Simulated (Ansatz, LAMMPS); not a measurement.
# Structural relaxation of amorphous polyethylene with methane (capped chains of 9 units), from a frame at 500 K (134 atoms)

How does amorphous polyethylene with methane (capped chains of 9 units), from a frame at 500 K (134 atoms) relax, and what do bonds, charges and levels look like afterwards?

Method: Kohn-Sham DFT, PBEsol, PAW (set soft_2), plane waves, in Ansatz 0.2.0.

Report form: the programs' logs are mostly left out.

### Step 1. Starting point

The cell holds 134 atoms: 42 C and 92 H. Cell: a = 11.080 Å, b = 11.080 Å, c = 11.080 Å, α = 90.0°, β = 90.0°, γ = 90.0°. 2 polyethylene chains of 9 units with methyl end groups, 2 methane placed at random, at 0.729 g/cm³; overlaps pushed apart, then 20 ps at 800 K with MMFF94 bonds, angles, torsions, charges and radii (Halgren, J. Comput. Chem. 17, 490 (1996)) in harmonic and 12-6 forms. Snapshot after 30 ps at 500 K and fixed volume.

Before any run, some limits are plain. The network of contacts between molecules at the start is that of the classical potential that made the cell. The functional has no dispersion term, which matters for the binding between molecules or layers. Sampling is at Γ alone, for a cell whose shortest periodic width is 11 Å.

### Step 2. Making the structure

A classical potential supplies the starting structure, since it reaches far longer times than DFT.

This step: classical MD, MMFF94 bonds, angles, torsions, charges and radii (Halgren, J. Comput. Chem. 17, 490 (1996)) in harmonic and 12-6 forms; charges of ions scaled by 0.8 (LAMMPS 22 Jul 2025 - Update 4).

File in.lmp:

```
# amorphous polyethylene with methane
units real
atom_style full
boundary p p p
bond_style harmonic
angle_style harmonic
dihedral_style opls
improper_style harmonic
special_bonds lj 0 0 0.5 coul 0 0 0.75
read_data data.lmp
neigh_modify delay 0 every 1 check yes one 4000
comm_modify cutoff 12.0
timestep 0.5
thermo_style custom step time temp pe press density
thermo_modify norm yes
# push overlapping molecules apart
pair_style soft 2.6
pair_coeff * * 0.0
variable a equal ramp(1,60)
fix ad all adapt 1 pair soft a * * v_a
velocity all create 800 722929 mom yes dist gaussian
fix lim all nve/limit 0.03
fix lan all langevin 800 800 50 722930 zero yes
thermo 1000
run 3000 post no
unfix ad
pair_style lj/cut 9.0
pair_modify mix arithmetic tail yes
pair_coeff 1 1 0.0678 3.3680   # C
pair_coeff 2 2 0.0216 2.5400   # H
thermo 100
minimize 1e-5 1e-3 300 3000
reset_timestep 0
velocity all create 800 722931 mom yes dist gaussian
# [... 13 lines left out ...]
compute msd all msd com yes
thermo 7500
fix md all nvt temp 500 500 100
run 30000 post no
print "== T500: mean square displacement over the hold $(c_msd[4]:%.2f) A^2"
unfix md
uncompute msd
write_dump all custom T500.dump id type xs ys zs modify sort id
```

On the command line:

```bash
$ lmp -in in.lmp -log none -nocite
```

Wall time 22 s (1 thread of Intel Xeon 6975P-C (Granite Rapids), shared host); peak memory 0.12 GiB.

The input also reads data.lmp (atoms, bonds and types; not printed here).

### Step 3. Single point at the start

The forces at the start show how far the geometry lies from a minimum of this functional.

File input.yaml:

```yaml
crystal:
  lattice:
    - [11.08018, 0.0, 0.0]
    - [0.0, 11.08018, 0.0]
    - [0.0, 0.0, 11.08018]
  atoms:
    - { symbol: C, position: [0.26483, 0.32045, 0.54824] }
    - { symbol: C, position: [0.212, 0.41114, 0.62794] }
    - { symbol: C, position: [0.31646, 0.4459, 0.71336] }
    - { symbol: C, position: [0.305, 0.57969, 0.74618] }
    - { symbol: C, position: [0.35908, 0.60229, 0.8735] }
    - { symbol: C, position: [0.33652, 0.73061, 0.91105] }
    - { symbol: C, position: [0.41978, 0.77403, 0.00871] }
    - { symbol: C, position: [0.36397, 0.86484, 0.09343] }
    - { symbol: C, position: [0.44059, 0.86775, 0.20531] }
    - { symbol: C, position: [0.38278, 0.94297, 0.30487] }
    - { symbol: C, position: [0.47004, 0.94116, 0.41552] }
    - { symbol: C, position: [0.47032, 0.05523, 0.49092] }
    - { symbol: C, position: [0.55106, 0.06913, 0.60003] }
    - { symbol: C, position: [0.54602, 0.97143, 0.69052] }
    - { symbol: C, position: [0.58043, 0.02007, 0.81184] }
    - { symbol: C, position: [0.48482, 0.09931, 0.8803] }
    - { symbol: C, position: [0.53755, 0.14539, 0.99485] }
    - { symbol: C, position: [0.46257, 0.24532, 0.06081] }
    - { symbol: C, position: [0.52078, 0.26105, 0.18509] }
    - { symbol: C, position: [0.44336, 0.33828, 0.26028] }
    - { symbol: H, position: [0.30074, 0.24473, 0.59472] }
    - { symbol: H, position: [0.3386, 0.36877, 0.49131] }
    - { symbol: H, position: [0.19254, 0.29011, 0.48532] }
    - { symbol: H, position: [0.13797, 0.36886, 0.68059] }
    - { symbol: H, position: [0.18632, 0.48187, 0.57197] }
    - { symbol: H, position: [0.31787, 0.39968, 0.79912] }
    - { symbol: H, position: [0.40509, 0.43632, 0.6808] }
    - { symbol: H, position: [0.21262, 0.61445, 0.74473] }
    - { symbol: H, position: [0.35303, 0.63077, 0.67085] }
    - { symbol: H, position: [0.44919, 0.59187, 0.87921] }
    - { symbol: H, position: [0.32429, 0.52997, 0.93756] }
    - { symbol: H, position: [0.34592, 0.78315, 0.83204] }
    [... 96 atom lines left out ...]
    - { symbol: H, position: [0.57359, 0.70035, 0.42408] }
    - { symbol: C, position: [0.68912, 0.53838, 0.15179] }
    - { symbol: H, position: [0.74451, 0.57408, 0.08036] }
    - { symbol: H, position: [0.59414, 0.53836, 0.12659] }
    - { symbol: H, position: [0.72479, 0.44686, 0.13954] }
    - { symbol: H, position: [0.70547, 0.57121, 0.23965] }
kpoints:
  mp_grid: { grid: [1, 1, 1] }
hamiltonian:
  xc: pbesol
scf:
  occupations: { method: fermi_dirac, width: 0.025 }
output:
  forces: true
  stress: true
  populations: true
  dos:
    method: { smearing: { sigma: 0.08 } }
    de: 0.1
    projected: { site_lists: { C: [C], H: [H] } }
  eigenvalues: true
```

On the command line:

```bash
$ ansatz run input.yaml --threads 4 --pin off --max-ram 8192MiB --backend cpu --events-out ev --progress --plain --runs-dir out
```

It took 6.1 s on 4 threads of Intel Xeon 6975P-C (Granite Rapids), shared host; peak memory 1.4 GiB; 22 s of CPU time.

Read from the output:

```yaml
free_energy: -11814.8634 eV
free_energy_per_atom: -88.1706 eV/atom
scf_cycles: 8
pressure: 4.206 GPa
r_m_s_force_component: 1.254 eV/Å
longest_force: 6.517 eV/Å
fermi_energy: 0.4109 eV
spacing_of_highest_filled_and_lowest_empty_level: 5.49 eV
spilling_of_the_projection: 0.01145
```

The r.m.s. force component of 1.3 eV/Å and the pressure of 4.2 GPa set the starting point.

Length of the force by element:

```
element  coordination  atoms  mean length of the force (eV/Å)  spread  least  most
      C           all     42                             2.57    1.20  0.291  6.52
      H           all     92                             1.48    1.01  0.135  5.02
```

### Step 4. Cell and atoms relaxed

The cell is relaxed with the atoms, since the starting lattice needn't suit this functional.

input.yaml, the sections that differ from step 3:

```yaml
output:
  forces: true
relax:
  f_tol: 0.03
  max_steps: 200
  cell: {}
# crystal, kpoints, hamiltonian, scf: as in step 3
```

Run time: 3 min. Hardware: 4 threads; peak memory 1.6 GiB.

Step by step (22 of 42):

```
step  energy less that of the first step (eV)  largest force component (eV/Å)  pressure (GPa)  volume (Å³)
   1                                   0.0000                          6.2355            4.21      1360.32
   3                                  -8.3034                          0.4429           -0.54      1441.24
   5                                  -8.7172                          0.3537           -0.35      1424.63
   7                                  -8.8182                          0.5310           -0.50      1427.49
   9                                  -8.8979                          0.0204            0.00      1424.21
  11                                  -8.9241                          0.1339           -0.09      1423.57
  13                                  -8.9551                          0.0518           -0.04      1419.88
  15                                  -8.9658                          0.1135            0.09      1418.38
  17                                  -8.9566                          0.2870            0.04      1418.81
  19                                  -8.9789                          0.0383           -0.04      1417.73
  21                                  -8.9876                          0.0268           -0.05      1416.09
  22                                  -8.9905                          0.0304           -0.04      1415.96
  24                                  -8.9892                          0.0820           -0.14      1417.45
  26                                  -8.9947                          0.0419           -0.04      1417.14
  28                                  -8.9990                          0.0415           -0.04      1416.35
 30*                                  -9.1087                          0.0249            0.05      1415.93
  32                                  -9.0256                          0.1390            0.10      1463.88
  34                                  -9.0528                          0.0316           -0.03      1453.97
  36                                  -9.0494                          0.0722            0.00      1457.25
 38*                                  -9.1303                          0.0283            0.02      1456.08
  40                                  -9.0790                          0.1005            0.02      1487.36
 42*                                  -9.1451                          0.0267            0.00      1487.18
```

Relaxation steps marked * repeat the geometry before them on a plane-wave basis chosen anew for their cell, so energy and pressure can jump there. Other such steps can lie between the rows shown. Relaxation steps 7, 16, 17, 24, 32 were tried and not accepted.

```
     cell as run  before   after  change
           a (Å)  11.080  11.378  +2.7 %
           b (Å)  11.080  11.562  +4.4 %
           c (Å)  11.080  11.315  +2.1 %
           α (°)   90.00   89.18  -0.9 %
           β (°)   90.00   90.65  +0.7 %
           γ (°)   90.00   87.77  -2.5 %
volume (Å³/atom)   10.15   11.10  +9.3 %
```

The atoms that moved most (Å, as changes of fractional coordinates times the final cell):

```
atom      dx      dy      dz  length
 H35   0.204  -1.475   0.433   1.551
 H24   0.035   1.118  -0.991   1.494
H118   1.261  -0.601   0.267   1.422
H108  -1.343   0.243  -0.228   1.384
H106  -1.373   0.065  -0.121   1.380
H121   1.281  -0.201   0.433   1.367
H129   0.792  -0.429   0.997   1.344
H105  -0.797  -0.894   0.527   1.308
```

The relaxation changed the energy by -68.2 meV/atom, and atoms moved by 0.79 Å r.m.s., 1.6 Å at most.

### Step 5. Local order after relaxation

Bonds before and after, by the cutoffs listed below:

```
pair  bonds before  bonds after  mean before (Å)  mean after (Å)  spread before (Å)  spread after (Å)
 H-C            92           92            1.087           1.106              0.043             0.003
 C-C            38           38            1.517           1.522              0.037             0.002
```

Density 0.667 g/cm³, 11.10 Å³ an atom.

Pair distribution functions g(r), in bins of 0.2 Å:

```
r (Å)  total   H-H    H-C    C-C
 1.00   0.46  0.00   1.06   0.00
 1.20   4.38  0.00  10.15   0.00
 1.40   0.00  0.00   0.00   0.00
 1.60   1.07  0.00   0.00  10.95
 1.80   1.25  2.67   0.00   0.00
 2.00   0.00  0.00   0.00   0.00
 2.20   2.25  0.14   5.05   0.00
 2.40   0.65  1.38   0.00   0.00
 2.60   1.65  2.66   0.06   3.72
 2.80   1.42  0.52   2.73   0.00
 3.00   1.02  2.03   0.14   0.00
 3.20   0.58  0.85   0.30   0.54
 3.40   0.70  0.57   1.01   0.00
 3.60   0.43  0.46   0.49   0.00
 3.80   0.77  0.97   0.68   0.22
 4.00   0.66  0.63   0.50   1.46
 4.20   1.15  0.89   1.51   0.80
 4.40   0.97  1.15   0.84   0.66
 4.60   0.92  0.84   0.92   1.23
 4.80   1.14  1.27   1.06   0.85
 5.00   1.00  0.97   0.99   1.20
 5.20   1.25  1.08   1.46   1.20
 5.40   1.09  1.15   1.00   1.17
 5.60   0.92  0.94   0.82   1.31
```

Bonds by pair of elements; cutoffs follow the first minimum of g(r), held within bounds set by covalent radii, and pairs that aren't listed don't count as bonded:

```
pair A-B  cutoff (Å)  bonds  mean length (Å)  spread (Å)  shortest (Å)  B about A  A about B
     H-C        1.34     92             1.11       0.003          1.10          1       2.19
     C-C        1.85     38             1.52       0.002          1.52       1.81       1.81
```

How many atoms have how many bonded neighbours:

```
element  mean   1   4
      C     4   0  42
      H     1  92   0
```

Bond angles, per cent of each kind in bins of 5°:

```
angle (°)  C-C-H  H-C-H  C-C-C
  105–110   87.8  100.0    0.0
  110–115   12.2    0.0   94.4
  115–120    0.0    0.0    5.6
```

Bond angles (no mean is given where the spread exceeds 20°):

```
angle  count  mean (°)  spread (°)
C-C-H    156       109         0.7
H-C-H     60       107         1.5
C-C-C     36       114         0.7
```

First main peaks of g(r), for some of the pairs, lie near 1.8 Å (H-H), 1.1 Å (H-C) and 1.5 Å (C-C). Counting bonds as in the table, all C atoms have 4 and all H atoms have 1 bonded neighbour. The C-C-H angle averages 109° with a spread of 0.7°.

[end of part 1 of 2]

[Logs are printed without paths, hosts, clocks, repeated set-up lines and the standing remarks that a program may print on its own settings, such as how far it seeks lower states.]

[Hosts, paths, dates, database ids (printed as entryN), source tags and the programs' standing remarks are cut or masked in the printed files.]

[The MMFF94 radii named for the starting cell were scaled by 0.96; in molecules described by MMFF94, hydrogen bound to N, O or S took a small fixed 12-6 site in their place.]
